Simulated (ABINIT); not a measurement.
# WS2 (Tungstenite): G0W0 with ABINIT, start to end, part 3 of 3

Aim: the G0W0 gap of WS2 (Tungstenite) on PBE with spin-orbit coupling, step by step.

ABINIT 10.8.3; PBE and many-body steps on it, plane waves. Known limits of the many-body steps: not at the basis limit; screening head approximate; coarse k mesh.

So far. Step 4 (Empty states on the mesh, 3×3×1 mesh, 266 bands): On this mesh the gap is 1.233 eV. The earlier step found 0.935 eV, so this mesh misses an edge. Step 5 (Screening, 3×3×1 mesh, 242 bands, screening to 119.7 eV): Local fields lower ε∞ by 11 %. On a Γ-centred mesh this coarse the value itself is usually too large, while a short band sum pulls it down.

### 6. Self-energy, 3×3×1 mesh, 242 bands, screening to 119.7 eV

The self-energy is evaluated for the states that the input lists, and the levels follow from it, in one-shot runs by the linearised quasiparticle equation.

This step: G0W0 on PBE with spin-orbit coupling, plane waves, norm-conserving pseudopotentials.

File run.abi:

```
acell 3*1.0 Angstrom
rprim 
  3.153199999992 0.000000000002 0.000000000000
  -1.576599999998 2.730751303206 0.000000000000
  0.000000000000 0.000000000000 12.323000000000
ntypat 2
znucl 74 16
natom 6
typat 1 1 2 2 2 2
xred 
  0.333333333333 0.666666666667 0.250000000000
  0.666666666667 0.333333333333 0.750000000000
  0.333333333333 0.666666666667 0.622500000000
  0.666666666667 0.333333333333 0.122500000000
  0.333333333333 0.666666666667 0.877500000000
  0.666666666667 0.333333333333 0.377500000000
pp_dirpath "pseudos"
pseudos "W.upf, S.upf"
ecut 31
nspinor 2
ngkpt 3 3 1
nshiftk 1
shiftk 0 0 0
kptopt 1
chksymbreak 0
istwfk *1
occopt 1
irdwfk 1
optdriver 4
nband 242
gwcalctyp 0
ecutsigx 31
symsigma 0
nkptgw 2
kptgw 
  0.0000000000 0.0000000000 0.0000000000
  0.3333333333 0.3333333333 0.0000000000
bdgw 
  49 56
  49 56
ecuteps 4.4
irdscr 1
ppmodel 1
indata_prefix "in"
outdata_prefix "out"
tmpdata_prefix "tmp"
```

Command:

```sh
> OMP_NUM_THREADS=1 mpirun -n 4 abinit run.abi > log
```

Numbers of over 12 decimals in the logs are rounded to 6 here.

Output:

```text
.Version 10.8.3 of ABINIT. v10.8.2 released Aug 2026.

 Symmetries : space group P6_3/m m c (#194); Bravais hP (primitive hexag.)
[... echo of the input left out ...]
== DATASET  1 ==================================================================
-   mpi_nproc: 4, omp_nthreads: 1 (-1 if OMP is not activated)

--- !DatasetInfo
iteration_state: {dtset: 1, }
dimensions: {natom: 6, nkpt: 3, mband: 242, nsppol: 1, nspinor: 2, nspden: 1, mpw: 5917, }
cutoff_energies: {ecut:  31.0, pawecutdg:  -1.0, }
electrons: {nelect:   5.20000000E+01, charge:   0.00000000E+00, occopt:   1.00000000E+00, tsmear:   1.00000000E-02, }

 SIGMA: Calculation of the GW corrections

 Based on a program developped by R.W. Godby, V. Olevano, G. Onida, and L. Reining.
 Incorporated in ABINIT by V. Olevano, G.-M. Rignanese, and M. Torrent.
.Using double precision arithmetic ; gwpc =  8

[... cell and pseudopotentials left out ...]
--------------------------------------------------------------------------------

 ==== K-mesh for the wavefunctions ====
 Number of points in the irreducible wedge :     3
[... list of points left out ...]
 Together with 24 symmetry operations and time-reversal symmetry
 yields     9 points in the full Brillouin Zone.

 ==== Q-mesh for screening function ====
 Number of points in the irreducible wedge :     3
[... list of points left out ...]
 Together with 24 symmetry operations and time-reversal symmetry
 yields     9 points in the full Brillouin Zone.

 vcoul_init : cutoff-mode = AUXILIARY_FUNCTION
 q-points for optical limit:   1
     1)      0.000010    0.000020    0.000030
 setmesh: FFT mesh size selected  =    25x   25x  120
          total number of points  =        75000

 Number of electrons calculated from density =   52.0000; Expected =   52.0000
 average of density, n =  0.072620
 r_s =    1.4869
 omega_plasma =   25.9946 [eV]

 === KS Band Gaps ===
  >>>> For spin  1
   Minimum direct gap =   1.6490 [eV], located at k-point      :   0.3333  0.3333  0.0000
   Fundamental gap    =   1.2333 [eV], Top of valence bands at :   0.0000  0.0000  0.0000
                                       Bottom of conduction at :   0.3333  0.3333  0.0000
 SIGMA fundamental parameters:
 PLASMON POLE MODEL  1
 number of plane-waves for SigmaX                 5885
 number of plane-waves for SigmaC and W            315
 number of plane-waves for wavefunctions          5885
 number of bands                                   242
 number of independent spin polarizations            1
 number of spinorial components                      2
 number of k-points in IBZ                           3
 number of q-points in IBZ                           3
 number of symmetry operations                      24
 number of k-points in BZ                            9
 number of q-points in BZ                            9
 number of frequencies for dSigma/dE                 9
 frequency step for dSigma/dE [eV]                0.25
 number of omega for Sigma on real axis              0
 max omega for Sigma on real axis  [eV]           0.00
 zcut for avoiding poles [eV]                     0.10

 EPSILON^-1 parameters (SCR file):
 dimension of the eps^-1 matrix on file            315
 dimension of the eps^-1 matrix used               315
 number of plane-waves for wavefunctions          5885
 number of bands                                   242
 number of q-points in IBZ                           3
 number of frequencies                               2
 number of real frequencies                          1
 number of imag frequencies                          1

 matrix elements of self-energy operator (all in [eV])

 Perturbative Calculation

--- !SelfEnergy_ee
iteration_state: {dtset: 1, }
kpoint     : [   0.000,    0.000,    0.000, ]
spin       : 1
KS_gap     :    2.187
QP_gap     :    2.587
Delta_QP_KS:    0.400
data: !SigmaeeData |
     Band     E0 <VxcDFT>   SigX SigC(E0)      Z dSigC/dE  Sig(E)    E-E0       E
       49   8.334 -14.394 -15.648   1.527   0.792  -0.263 -14.178   0.216   8.549
       50   8.334 -14.394 -15.648   1.527   0.792  -0.263 -14.178   0.216   8.549
       51   9.534 -15.518 -16.393   1.316   0.788  -0.269 -15.170   0.348   9.882
       52   9.534 -15.518 -16.393   1.316   0.788  -0.269 -15.170   0.348   9.882
       53  11.721 -15.106 -10.613  -3.542   0.786  -0.272 -14.358   0.748  12.468
       54  11.721 -15.106 -10.613  -3.542   0.786  -0.272 -14.358   0.748  12.468
       55  11.743 -15.227 -10.393  -3.753   0.791  -0.264 -14.372   0.855  12.598
       56  11.743 -15.227 -10.393  -3.753   0.791  -0.264 -14.372   0.855  12.598

--- !SelfEnergy_ee
iteration_state: {dtset: 1, }
kpoint     : [   0.333,    0.333,    0.000, ]
spin       : 1
KS_gap     :    1.649
QP_gap     :    2.395
Delta_QP_KS:    0.746
data: !SigmaeeData |
     Band     E0 <VxcDFT>   SigX SigC(E0)      Z dSigC/dE  Sig(E)    E-E0       E
       49   8.651 -15.313 -16.657   1.734   0.789  -0.267 -15.005   0.308   8.959
       50   8.651 -15.313 -16.657   1.734   0.789  -0.267 -15.005   0.308   8.959
       51   9.118 -15.072 -16.199   1.494   0.791  -0.265 -14.782   0.290   9.408
       52   9.118 -15.072 -16.199   1.494   0.791  -0.265 -14.782   0.290   9.408
       53  10.767 -16.230 -11.163  -3.757   0.791  -0.265 -15.195   1.036  11.803
       54  10.767 -16.230 -11.163  -3.757   0.791  -0.265 -15.195   1.036  11.803
       55  10.814 -16.345 -11.258  -3.762   0.790  -0.265 -15.298   1.047  11.861
       56  10.814 -16.345 -11.258  -3.762   0.790  -0.265 -15.298   1.047  11.861

== END DATASET(S) ==============================================================
================================================================================

 -outvars: echo values of variables after computation  --------
           etotal      0.0000000000E+00
            nband         242
             nkpt           3
          spgroup         194
 [... the other variables as echoed above ...]

 Calculation completed.
```

Run time: 99 s. Hardware: 4 MPI ranks of Arm Neoverse V1, shared host; peak memory 1.4 GiB.

Numbers from this step:

```yaml
g0w0_gap_on_the_points_computed: 1.921 eV
starting_gap_on_the_mesh: 1.233 eV
k_of_the_valence_top: 0, 0, 0
k_of_the_conduction_bottom: 0.3333, 0.3333, 0
z_at_the_valence_top: 0.788
z_at_the_conduction_bottom: 0.791
least_direct_g0w0_gap_on_the_computed_points: 2.395 eV
```

The gap on the mesh goes from 1.23 eV to 1.92 eV, a correction of +0.69 eV. The start differs from the 0.94 eV found before because the two sample other k points.

Limits: finite bands, cutoff and mesh; screening head approximate; coarse k mesh. v1 is the top filled band, c1 the lowest empty one. The levels before and after the correction (eV, zero at the valence-band top of each column):

```tsv
	conduction bottom	valence top
Kohn-Sham	1.23	0.00
G0W0	1.92	0.00
```

```tsv
	level	energy (eV)
Kohn-Sham	Γ v3	-1.200
Kohn-Sham	Γ v2-v1	0.000
Kohn-Sham	Γ c1-c2	2.187
Kohn-Sham	Γ c3	2.210
Kohn-Sham	(0.333 0.333 0) v3	-0.883
Kohn-Sham	(0.333 0.333 0) v2-v1	-0.416
Kohn-Sham	(0.333 0.333 0) c1-c2	1.233
Kohn-Sham	(0.333 0.333 0) c3	1.281
G0W0	Γ v3	-1.333
G0W0	Γ v2-v1	0.000
G0W0	Γ c1-c2	2.586
G0W0	Γ c3	2.716
G0W0	(0.333 0.333 0) v3	-0.923
G0W0	(0.333 0.333 0) v2-v1	-0.474
G0W0	(0.333 0.333 0) c1-c2	1.921
G0W0	(0.333 0.333 0) c3	1.979
```

### 7. Where the time went

Times are wall times on the hardware named with each run, good to a factor of about two.

```tsv
step	time	share	memory (GiB)
ground state	5.2 min	27 %	0.55
bands along the symmetry lines	6.8 min	35 %	0.8
empty states on the mesh	4.6 min	24 %	0.42
screening	65 s	6 %	1.8
self-energy	99 s	9 %	1.4
```

### 8. Summary of results

```yaml
pbe_gap: 0.94 eV, indirect
g0w0_gap_on_the_mesh: 1.92 eV
g0w0_gap_over_the_zone_rigid_shift: 1.62 eV
gw_settings: 3×3×1 mesh, 242 bands, screening to 119.7 eV, Godby-Needs plasmon pole
known_limits: not at the basis limit; screening head approximate; coarse k mesh
```

What this shows: G0W0 moves the gap on the mesh from 1.23 eV to 1.92 eV (+0.69 eV), with Z of 0.79 and 0.79 at the edges. The mesh misses the band edges by 0.30 eV in all; a rigid shift gives 1.62 eV for the zone. Local fields lower the RPA ε∞ on this mesh from 21.34 to 18.98; a Γ-centred mesh this coarse tends to raise both, most where the direct gap is narrow, while a short band sum lowers them. Only 2 of the mesh's irreducible points were corrected, so a valley elsewhere could overtake. Bands and cutoff are finite, so the gap is not at the basis limit. The miss can reach some tenths of an eV and take either sign; the mesh is an error of its own. In the G0W0 run levels were corrected at 2 k points alone, so a gap called «on the mesh» is the least over those, and an edge elsewhere would be missed. A denser mesh or path gives a starting gap of 0.94 eV: the GW mesh misses a band edge, so its gaps are not the fundamental one. The 3×3×1 mesh is coarse for this cell, which bears on the long-range parts of exchange and screening. The long-wavelength limit of the screening leaves out the non-local commutator, which shifts ε∞.

[Paths, hosts, dates, memory and timing lines, banners, echoed tables and standing remarks are left out of the program output.]

[Logs are printed without paths, hosts, clocks, repeated set-up lines and the standing remarks that a program may print on its own settings, such as how far it seeks lower states.]

[Runs of the session that timed out or met a known fault of the program may be left out.]

[Hosts, paths, dates, database ids (printed as entryN), source tags and the programs' standing remarks are cut or masked in the printed files.]

[G0W0 gaps are taken among the corrected bands and points alone; a level outside them can change the order at an edge.]

[Where Ansatz stands beside ABINIT at settings called matched, ABINIT's density can come from a denser mesh and the files from another edition; pairs whose starting gaps differed by over 0.03 eV were left out, so agreement reads better than it is.]
